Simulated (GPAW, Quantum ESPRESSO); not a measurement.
# F K ELNES/XANES of NaHF2 (R-3m) from DFT, part 2 of 2

What does one-electron theory with a core hole give for the F K edge of NaHF2 (R-3m)?

GPAW 26.7.0; X-ray absorption from dipole matrix elements to empty bands, plane-wave PAW LDA.

So far. Step 2 (Ground state of the crystal): The mesh shows a gap of 6.60 eV, so the hole is first treated in a charged cell, without the excited electron. Step 3 (Spectrum without a core hole, F atom 2): Main maxima below 24 eV (height): 5.4 eV (1.27), 10.3 eV (2.02), 12.5 eV (1.64) and 17.8 eV (1.02). A K edge sees empty p states on the absorber.

### 5. Spectrum with FCH, F atom 2

The holes are 6.1 Å apart. In GPAW the data set carries the hole's charge, so charge=0 means a charged cell and charge=-1 a neutral one. The excited electron is left out and a uniform background balances the charge. After the field has converged, empty bands are computed with the density fixed and the dipole matrix elements are summed.

Input file xas.py:

```python
import numpy as np
from ase import Atoms
from ase.parallel import parprint, paropen
from gpaw import GPAW, PW, FermiDirac, Mixer, MixerDif, setup_paths
from gpaw.test import gen
setup_paths.insert(0, '.')
gen('F', name='fch1s', xcname='LDA', corehole=(1, 0, 1), write_xml=True)
from gpaw.mpi import world
world.barrier()

atoms = Atoms('Na4F8H4',
    cell=[[3.474, -2.00571484, 4.58333333],
     [-3.474, -2.00571484, 4.58333333],
     [0, -4.01142967, -4.58333333]],
    scaled_positions=[[0, 0, 0],
     [0.5, 0.5, 0],
     [0, 0.5, 0.5],
     [0.5, 0, 0.5],
     [0.5824, 0.5824, 0.4176],
     [0.0824, 0.0824, 0.4176],
     [0.5824, 0.0824, 0.9176],
     [0.0824, 0.5824, 0.9176],
     [0.4176, 0.4176, 0.5824],
     [0.9176, 0.9176, 0.5824],
     [0.4176, 0.9176, 0.0824],
     [0.9176, 0.4176, 0.0824],
     [0.5, 0.5, 0.5],
     [0, 0, 0.5],
     [0.5, 0, 0],
     [0, 0.5, 0]],
    pbc=True)
atoms.calc = calc = GPAW(legacy_gpaw=True, mode=PW(500, force_complex_dtype=True), xc='LDA', setups={4: 'fch1s'},
    kpts={'size': (3, 3, 3), 'gamma': True}, occupations=FermiDirac(0.02),
    charge=0, mixer=Mixer(0.1, 5, 50), maxiter=150,
    convergence={'density': 0.0001, 'eigenstates': 1e-6}, txt='scf.txt')
energy = atoms.get_potential_energy() + calc.get_reference_energy()
ef = calc.get_fermi_level()
out = dict(energy=energy, fermi=ef, forces=atoms.get_forces().tolist())
parprint(f'all-electron energy {energy:.4f} eV, Fermi level {ef:.4f} eV')
ev = np.array([[calc.get_eigenvalues(k, s) for k in range(len(calc.get_ibz_k_points()))] for s in range(calc.get_number_of_spins())])
out['homo'], out['lumo'], out['counts'] = ev[ev < ef].max(), ev[ev > ef].min(), sorted(set((ev < ef).sum((0, 2)).tolist()))
out['filled'] = (ev[:, 0] < ef).sum(1).tolist()

from ase.units import Ha
from gpaw.xas import dipole_matrix_elements
nb = int(calc.get_number_of_electrons() / 2) + 117
top, nb = nb, nb + 8 + nb // 12
nscf = calc.fixed_density(kpts={'size': (4, 4, 4), 'gamma': True}, nbands=nb,
    convergence={'bands': top, 'eigenstates': 5e-3}, maxiter=60, txt='nscf.txt')
cell = atoms.cell.array
ops = [cell.T @ U.T @ np.linalg.inv(cell.T) for U in nscf.wfs.kd.symmetry.op_scc]
filled = [44]  # bands filled in the ground state, by spin
E = np.arange(-6, 34, 0.1)
fwhm = np.interp(E, [4, 25], [0.9, 3.5])
Y, X, zero, highest = 0, 0, 1e9, 1e9
for spin in range(nscf.get_number_of_spins()):
    wfs = nscf.wfs
    mine = wfs.bd.get_slice()  # this rank's bands
    A = dipole_matrix_elements(wfs.setups[4])
    eps = np.zeros((wfs.kd.nibzkpts, nb))
    d = np.zeros((3, A.shape[1], wfs.kd.nibzkpts, nb), complex)
    for kpt in wfs.kpt_u:
        if kpt.s == spin and 4 in kpt.P_ani:
            eps[kpt.k, mine] = kpt.eps_n * Ha
            d[:, :, kpt.k, mine] = (kpt.weight * wfs.nspins / 2) ** 0.5 * np.inner(A, kpt.P_ani[4])
    world.sum(eps)
    world.sum(d)
    T = np.einsum('amkn,bmkn->abkn', d, d.conj()).real
    T = sum(np.einsum('ai,ijkn,bj->abkn', R, T, R) for R in ops) / len(ops)
    empty = np.ones_like(eps, bool) & (np.arange(nb) >= filled[spin])
    zero, highest = min(zero, eps[empty].min()), min(highest, eps[:, top - 1].min())
    lines = [(eps, T, empty)] if spin == 0 else lines + [(eps, T, empty)]
for eps, T, empty in lines:
    f = np.einsum('aakn->akn', T).reshape(3, -1)
    x = eps.ravel() - zero
    w = np.interp(x, E, fwhm) / 2.35482
    g = np.exp(-0.5 * ((E[:, None] - x) / w) ** 2) / (w * (2 * np.pi) ** 0.5)
    Y = Y + (f * empty.ravel()) @ g.T
    X = X + (f * ~empty.ravel()) @ g.T
out.update(E=E.round(2).tolist(), xas=Y.tolist(), xes=X.tolist(), zero=zero, valid=highest - zero, nk=len(eps), nb=nb)
for i in range(0, len(E), 10):
    parprint(f'{E[i]:7.2f}', *(f'{v:10.3e}' for v in Y[:, i]))
import json
with paropen('out.json', 'w') as f:
    json.dump(out, f)
```

On the command line:

```bash
$ OMP_NUM_THREADS=1 mpirun -n 4 gpaw python xas.py
```

Numbers of over 12 decimals in the logs are rounded to 6 here.

Log:

```text
Input parameters:
  convergence: {density: 0.0001,
                eigenstates: 1e-06}
  kpts: {gamma: True,
         size: (3, 3, 3)}
  maxiter: 150
  mixer: {backend: pulay,
          beta: 0.1,
          method: separate,
          nmaxold: 5,
          weight: 50}
  mode: {ecut: 500.0,
         force_complex_dtype: True,
         name: pw}
  occupations: {fixmagmom: False,
                name: fermi-dirac,
                width: 0.02}
  setups: {4: fch1s}

Initialize ...

[... PAW data sets ...]

Reference energy: -38531.699454  # eV

Spin-paired calculation

[... convergence settings ...]
Symmetries present (total): 2
  [... symmetry matrices ...]

27 k-points: 3 x 3 x 3 Monkhorst-Pack grid
10 k-points in the irreducible part of the Brillouin zone
       k-points in crystal coordinates                weights
   0:     0.00000000    0.00000000    0.00000000          1/27
   1:     0.00000000    0.00000000    0.33333333          2/27
   2:     0.33333333   -0.33333333    0.00000000          2/27
   3:     0.33333333   -0.33333333    0.33333333          4/27
   4:     0.33333333    0.00000000   -0.33333333          4/27
   5:     0.33333333    0.00000000    0.00000000          4/27
   6:     0.33333333    0.00000000    0.33333333          4/27
   7:     0.33333333    0.33333333   -0.33333333          2/27
   8:     0.33333333    0.33333333    0.00000000          2/27
   9:     0.33333333    0.33333333    0.33333333          2/27

Wave functions: Plane wave expansion
  Cutoff energy: 500.000 eV
  Number of coefficients (min, max): 4841, 4877
  Pulay-stress correction: 0.000000 eV/Ang^3 (de/decut=0.000000)
  Using FFTW library
  Wavefunction extrapolation:
    Improved wavefunction reuse through dual PAW basis

Occupation numbers: Fermi-Dirac:
  width: 0.0200  # eV

Eigensolver
   Davidson(niter=2)

Densities:
  Coarse grid: 32*32*32 grid
  Fine grid: 64*64*64 grid
  Total Charge: 1.000000

Density mixing:
  Method: separate
  Backend: pulay
  Linear mixing parameter: 0.1
  old densities: 5
  Width of damping distribution: 1.1
  Damping of long wavelength oscillations: 50

[... Hamiltonian set-up ...]
Number of atoms: 16
Number of atomic orbitals: 64
Number of bands in calculation: 57
Number of valence electrons: 88
Bands to converge: occupied

... initialized

Initializing position-dependent things.

Density initialized from atomic densities
Creating initial wave functions:
  57 bands from LCAO basis set

         F       F
              Na
           F

          H F     H
            H
               Na
            F
         Na   F  Na

        F     H F

Atomic positions and initial magnetic moments

Positions:
   0 Na     0.000000    0.000000    0.000000    ( 0.0000,  0.0000,  0.0000)
   1 Na     0.000000   -2.005715    4.583333    ( 0.0000,  0.0000,  0.0000)
   2 Na    -1.737000   -3.008572    0.000000    ( 0.0000,  0.0000,  0.0000)
   3 Na     1.737000   -3.008572    0.000000    ( 0.0000,  0.0000,  0.0000)
   4 F      0.000000   -4.011430    3.424667    ( 0.0000,  0.0000,  0.0000)
   5 F     -0.000000   -2.005715   -1.158667    ( 0.0000,  0.0000,  0.0000)
   6 F      1.737000   -5.014287   -1.158667    ( 0.0000,  0.0000,  0.0000)
[...]
13 H      0.000000   -2.005715   -2.291667    ( 0.0000,  0.0000,  0.0000)
  14 H      1.737000   -1.002857    2.291667    ( 0.0000,  0.0000,  0.0000)
  15 H     -1.737000   -1.002857    2.291667    ( 0.0000,  0.0000,  0.0000)

Unit cell:
           periodic     x           y           z      points  spacing
  1. axis:    yes    3.474000   -2.005715    4.583333    32     0.1723
  2. axis:    yes   -3.474000   -2.005715    4.583333    32     0.1723
  3. axis:    yes    0.000000   -4.011430   -4.583333    32     0.1723

  Lengths:   6.090855   6.090855   6.090855
  Angles:  110.448874 110.448874  69.551126

Effective grid spacing dv^(1/3) = 0.1802

iter:   1   -92.336541
iter:   2   -90.907351   -1.41  -1.25
iter:   3   -88.923041   -1.11  -1.32
iter:   4   -88.840026   -1.80  -1.52
iter:   5   -88.762858   -1.93  -1.79
iter:   6   -88.746228   -2.72  -2.36
iter:   7   -88.736355c  -3.71  -2.62
iter:   8   -88.741342c  -3.06  -2.91
iter:   9   -88.735384c  -3.37  -2.75
iter:  10   -88.735386c  -5.33  -3.65
iter:  11   -88.735437c  -5.12  -3.74
iter:  12   -88.735369c  -5.52  -3.72
iter:  13   -88.735367c  -6.24c -4.14c

Converged after 13 iterations.

Dipole moment: (0.000000, -0.000002, 0.447171) |e|*Ang

Energy contributions relative to reference atoms: (reference = -38531.699454)

Kinetic:        +79.426652
Potential:      -96.480711
External:        +0.000000
XC:             -73.330194
Entropy (-ST):   -0.000000
Local:           +1.648887
SIC:             +0.000000
--------------------------
Free energy:    -88.735367
Extrapolated:   -88.735367

Showing only first 2 kpts
 Kpt  Band  Eigenvalues  Occupancy
  0    42     -3.38059    2.00000
  0    43     -3.37956    2.00000
  0    44      2.55191    0.00000
  0    45      7.11272    0.00000

  1    42     -3.42908    2.00000
  1    43     -3.37061    2.00000
  1    44      3.29184    0.00000
[...]
Fermi level: -1.54178

Gap: 5.880 eV
Transition (v -> c):
  (s=0, k=7, n=43, [0.33, 0.33, -0.33]) -> (s=0, k=0, n=44, [0.00, 0.00, 0.00])
Direct/indirect transitions are different
Direct gap: 5.931 eV
Transition at: (s=0, k=0, n=43, [0.00, 0.00, 0.00])

Forces in eV/Ang:
  0 Na    0.00000    0.00000    0.05667
  1 Na    0.00000    0.80913    0.46259
  2 Na    0.70073   -0.40457    0.46259
  3 Na   -0.70073   -0.40457    0.46259
  4 F     0.00000    0.00001    3.42432
  5 F     0.00000   -0.07851    0.43293
  6 F    -0.06799    0.03926    0.43293
[...]
13 H     0.00000    0.01175    0.03686
 14 H     0.01018   -0.00588    0.03685
 15 H    -0.01018   -0.00588    0.03685
Scalar-relativistic atomic LDA calculation for F (Fluorine, Z=9)
Core hole in 1s state (1s occupation: 1.0)
300 radial gridpoints.
|------------------------------------------------|
|------------------------------------------------|
[... the atom generator's iteration count ...]

Energy contributions:
-------------------------
Kinetic:      +73.074518
XC:            -7.529720
Potential:   -138.883139
-------------------------
Total:        -73.338341

state      eigenvalue         ekin         rmax
-----------------------------------------------
1s^1.0 :   -27.508849    38.870947        0.112
2s^2.0 :    -1.877741     5.094802        0.712
2p^5.0 :    -1.212468     4.802793        0.605
-----------------------------------------------
(units: Bohr and Hartree)

Generating PAW setup
Kinetic energy of the core from tauc = 38.910803
Cutoffs:
rc(s)=1.200
rc(p)=1.200
rc(d)=1.200
rc(vbar)=1.080
rc(comp)=1.200
rc(nct)=1.200

Kinetic energy of the core states: 38.870947
Charge: 1.0
Core electrons: 1.0
Valence electrons: 7.0
Pseudo-core charge: 0.000102
Shape function alpha=6.944
Pseudo-electron charge 5.398325
state    eigenvalue         norm
--------------------------------
2s(2) :    -1.877741     1.039630
*s    :    -0.877741
2p(5) :    -1.212468     0.663793
*p    :    -0.212468
*d    :     0.000000
--------------------------------

Diagonalizing with gridspacing h=0.050

state   all-electron     PAW
-------------------------------
2s:      -1.877741    -1.879888
2p:      -1.212468    -1.215269
*d:                   -0.058611
*f:                   -0.013370
-------------------------------
all-electron energy -38620.4348 eV, Fermi level -1.5418 eV
[...]
31.00  2.254e-05  2.254e-05  2.855e-05
  32.00  2.073e-05  2.073e-05  2.353e-05
  33.00  1.964e-05  1.964e-05  1.925e-05
```

The job ended after 97 s (4 MPI ranks of Arm Neoverse V1, shared host; peak memory 0.44 GiB).

The F K spectrum, F atom 2, full core hole (charged cell) (energy from the lowest empty level; intensity scaled to a mean of 1 over the first 20 eV; polarised curves are means over the symmetry-equivalent atoms):

```tsv
E (eV)	isotropic	ε ⊥ c	ε ∥ c
-2.0	0.00	0.00	0.00
-1.5	0.00	0.00	0.00
-1.0	0.00	0.00	0.00
-0.5	0.00	0.00	0.00
0.0	0.02	0.01	0.04
0.5	0.07	0.03	0.15
1.0	0.16	0.05	0.38
1.5	0.26	0.08	0.62
2.0	0.32	0.24	0.47
2.5	0.68	0.71	0.64
3.0	1.11	1.11	1.12
3.5	1.64	1.54	1.85
4.0	1.98	1.87	2.21
4.5	2.27	1.83	3.13
5.0	1.80	1.39	2.61
5.5	1.28	1.18	1.50
6.0	1.54	1.05	2.51
6.5	2.28	1.05	4.73
7.0	2.58	1.10	5.52
7.5	2.15	1.02	4.40
8.0	1.57	0.89	2.94
8.5	1.08	0.76	1.72
9.0	0.71	0.59	0.93
9.5	0.52	0.49	0.60
10.0	0.52	0.52	0.53
10.5	0.61	0.65	0.54
11.0	0.72	0.82	0.54
11.5	0.86	1.04	0.52
12.0	1.01	1.26	0.51
12.5	1.05	1.32	0.50
13.0	0.92	1.14	0.49
13.5	0.72	0.85	0.47
14.0	0.58	0.65	0.45
14.5	0.54	0.59	0.44
15.0	0.58	0.65	0.42
15.5	0.67	0.80	0.39
16.0	0.78	0.99	0.37
16.5	0.88	1.14	0.37
17.0	0.94	1.21	0.39
17.5	0.94	1.19	0.43
18.0	0.90	1.11	0.47
18.5	0.83	1.00	0.49
19.0	0.76	0.90	0.50
19.5	0.70	0.81	0.49
20.0	0.66	0.75	0.47
20.5	0.63	0.71	0.47
21.0	0.62	0.70	0.47
21.5	0.62	0.69	0.47
22.0	0.62	0.69	0.47
22.5	0.61	0.68	0.47
23.0	0.61	0.67	0.48
23.5	0.61	0.67	0.50
24.0	0.63	0.68	0.53
24.5	0.67	0.71	0.57
25.0	0.71	0.76	0.61
25.5	0.75	0.80	0.66
26.0	0.79	0.84	0.69
26.5	0.82	0.87	0.72
27.0	0.83	0.88	0.75
27.5	0.83	0.87	0.77
28.0	0.83	0.84	0.80
28.5	0.81	0.80	0.83
29.0	0.79	0.75	0.86
29.5	0.76	0.71	0.87
30.0	0.73	0.67	0.86
30.5	0.70	0.63	0.82
31.0	0.66	0.60	0.76
31.5	0.62	0.58	0.70
32.0	0.58	0.55	0.63
```

Main maxima below 24 eV (height): 4.5 eV (2.27), 6.9 eV (2.59), 12.4 eV (1.05) and 17.3 eV (0.95). 

The hole costs E(hole) − E(ground) = 688.36 eV, and the lowest empty level of the hole cell on the spectrum's mesh lies at 2.55 eV, which puts the zero at 690.91 eV. One term is added: -9.89 eV, since the hole is spin-paired here and a spin-polarised one costs that much less in the free atom (computed apart). The photon energy is then 681.02 eV. The functional and the charged cell's background leave an error in such absolute values: in the free atom LDA prices this hole 4.7 eV below PBE (computed apart), and PBE is itself good to a few eV.

### 6. Excitation energy, F atom 2

With the excited electron kept in the cell the system stays neutral, and the energy difference is an excitation energy by itself. In a small cell that electron takes up a good share of the lowest empty band, or all of one, which shifts the value from the true onset.

Changed against the first core-hole run: core hole to XCH, with the smearing that suits a partly filled band.

Input file scf.py:

```python
import numpy as np
from ase import Atoms
from ase.parallel import parprint, paropen
from gpaw import GPAW, PW, FermiDirac, Mixer, MixerDif, setup_paths
from gpaw.test import gen
setup_paths.insert(0, '.')
gen('F', name='fch1s', xcname='LDA', corehole=(1, 0, 1), write_xml=True)
from gpaw.mpi import world
world.barrier()

atoms = Atoms('Na4F8H4',
    cell=[[3.474, -2.00571484, 4.58333333],
     [-3.474, -2.00571484, 4.58333333],
     [0, -4.01142967, -4.58333333]],
    scaled_positions=[[0, 0, 0],
     [0.5, 0.5, 0],
     [0, 0.5, 0.5],
     [0.5, 0, 0.5],
     [0.5824, 0.5824, 0.4176],
     [0.0824, 0.0824, 0.4176],
     [0.5824, 0.0824, 0.9176],
     [0.0824, 0.5824, 0.9176],
     [0.4176, 0.4176, 0.5824],
     [0.9176, 0.9176, 0.5824],
     [0.4176, 0.9176, 0.0824],
     [0.9176, 0.4176, 0.0824],
     [0.5, 0.5, 0.5],
     [0, 0, 0.5],
     [0.5, 0, 0],
     [0, 0.5, 0]],
    pbc=True)
atoms.calc = calc = GPAW(legacy_gpaw=True, mode=PW(500, force_complex_dtype=True), xc='LDA', setups={4: 'fch1s'},
    kpts={'size': (3, 3, 3), 'gamma': True}, occupations=FermiDirac(0.04),
    charge=-1, mixer=Mixer(0.1, 5, 50), maxiter=150,
    convergence={'density': 0.0001, 'eigenstates': 1e-6}, txt='scf.txt')
energy = atoms.get_potential_energy() + calc.get_reference_energy()
ef = calc.get_fermi_level()
out = dict(energy=energy, fermi=ef, forces=atoms.get_forces().tolist())
parprint(f'all-electron energy {energy:.4f} eV, Fermi level {ef:.4f} eV')
ev = np.array([[calc.get_eigenvalues(k, s) for k in range(len(calc.get_ibz_k_points()))] for s in range(calc.get_number_of_spins())])
out['homo'], out['lumo'], out['counts'] = ev[ev < ef].max(), ev[ev > ef].min(), sorted(set((ev < ef).sum((0, 2)).tolist()))
out['filled'] = (ev[:, 0] < ef).sum(1).tolist()
import json
with paropen('out.json', 'w') as f:
    json.dump(out, f)
```

On the command line:

```bash
$ OMP_NUM_THREADS=1 mpirun -n 4 gpaw python scf.py
```

Log:

```text
Input parameters:
  charge: -1
  convergence: {density: 0.0001,
                eigenstates: 1e-06}
  kpts: {gamma: True,
         size: (3, 3, 3)}
  maxiter: 150
  mixer: {backend: pulay,
          beta: 0.1,
          method: separate,
          nmaxold: 5,
          weight: 50}
  mode: {ecut: 500.0,
         force_complex_dtype: True,
         name: pw}
  occupations: {fixmagmom: False,
[...]
--------------------------------
2s(2) :    -1.877741     1.039630
*s    :    -0.877741
2p(5) :    -1.212468     0.663793
*p    :    -0.212468
*d    :     0.000000
--------------------------------

Diagonalizing with gridspacing h=0.050

state   all-electron     PAW
-------------------------------
2s:      -1.877741    -1.879888
2p:      -1.212468    -1.215269
*d:                   -0.058611
*f:                   -0.013370
-------------------------------
all-electron energy -38617.1733 eV, Fermi level 3.4470 eV
[key lines of the parts left out:]
Converged after 12 iterations.
Dipole moment: (0.000000, 0.000001, 0.318745) |e|*Ang
Free energy:    -85.479260
Fermi level: 3.44704
```

Wall time 17 s (4 MPI ranks); peak memory 0.25 GiB.

The total-energy difference is 691.62 eV. With the free-atom term of -9.89 eV for this edge, the photon energy is 681.73 eV.

### 7. With and without the hole

Both curves are counted from their own zero, so only the shift of weight within the empty states shows.

```tsv
E (eV)	no hole	FCH
-2.0	0.00	0.00
-1.0	0.00	0.00
0.0	0.01	0.02
1.0	0.11	0.16
2.0	0.29	0.32
3.0	0.49	1.11
4.0	0.83	1.98
5.0	1.19	1.80
6.0	1.17	1.54
7.0	1.07	2.58
8.0	1.10	1.57
9.0	1.42	0.71
10.0	1.98	0.52
11.0	1.77	0.72
12.0	1.59	1.01
13.0	1.52	0.92
14.0	0.86	0.58
15.0	0.56	0.58
16.0	0.70	0.78
17.0	0.95	0.94
18.0	1.01	0.90
19.0	0.92	0.76
20.0	0.81	0.66
21.0	0.75	0.62
22.0	0.70	0.62
23.0	0.64	0.61
24.0	0.60	0.63
25.0	0.61	0.71
26.0	0.66	0.79
27.0	0.72	0.83
28.0	0.76	0.83
29.0	0.78	0.79
30.0	0.77	0.73
31.0	0.73	0.66
32.0	0.65	0.58
```

With each curve scaled to its own mean, the area from −2 to 6 eV with the hole is 6.2 against 3.5, and the centre of weight from −1 to 20 eV moves by -1.5 eV: the hole pulls the absorber's empty states down.

### 8. Runs not followed above

These runs aren't followed: redraws of a spectrum that repeat one shown, runs with a planted fault or a state judged unsound, or a program's part that gave no sound spectrum.

| program | step | status | elapsed |
| --- | --- | --- | --- |
| Quantum ESPRESSO | ground state | crashed | 13 s |

### 9. Results

```json
{"absorber and edge": "F K, atom 2 of the ground-state input (counted from 1)", "surroundings": "1 H at 1.13 Å and 3 Na at 2.32 Å (distorted tetrahedral, site symmetry 3m)", "highest intensity below 16 eV": "6.9 eV above the zero, height 2.59", "photon energy of the zero, with the added terms": "681.0 eV (raw 690.9 eV; LDA puts this hole about 5 eV below PBE, itself good to a few eV)"}
```

In words: The F K edge of atom 2, with 1 H at 1.13 Å and 3 Na at 2.32 Å (distorted tetrahedral, site symmetry 3m), has its highest intensity of the first 16 eV at 6.9 eV above the zero, near 688 eV in photon energy (LDA puts this hole about 5 eV below PBE, itself good to a few eV), 2.6 times the mean level of the first 20 eV (Gaussian full width 0.9 eV up to 4 eV, rising linearly to 3.5 eV at 25 eV). With each curve scaled to its own mean, the area from −2 to 6 eV with the hole is 6.2 against 3.5, and the centre of weight from −1 to 20 eV moves by -1.5 eV: the hole pulls the absorber's empty states down. The neutral-cell energy lies +0.7 eV from the charged-cell zero, a gap made of the charged-cell error and of where the added electron settles. At the F K edge of atom 2 polarisation matters most near 6.9 eV, where the curves differ by 4.5 on this scale. The same cell was also set up in Quantum ESPRESSO; that part failed, was judged unsound or used a data set known to give false states; its runs are listed without their results. The holes are only 6.1 Å apart, so the shape is probably not converged with cell size; no larger cell was run here. The mesh is coarse (0.28 Å⁻¹ between points), so small maxima may be mesh ripples. The structure is a published determination, not relaxed.

[Banner, clock and machine lines of the logs are left out without a mark of their own.]

[Logs are printed without paths, hosts, clocks, repeated set-up lines and the standing remarks that a program may print on its own settings, such as how far it seeks lower states.]

[Hosts, paths, dates, database ids (printed as entryN), source tags and the programs' standing remarks are cut or masked in the printed files.]

[Lists of maxima count a maximum above −3 eV only where it reaches 4 % of the highest in the window and stands out from its surroundings by 2 % of it (1.5 % where it reaches 55 %); shoulders and weaker maxima are passed over, and of the rest the first, up to two pre-edge ones and the few strongest are named.]
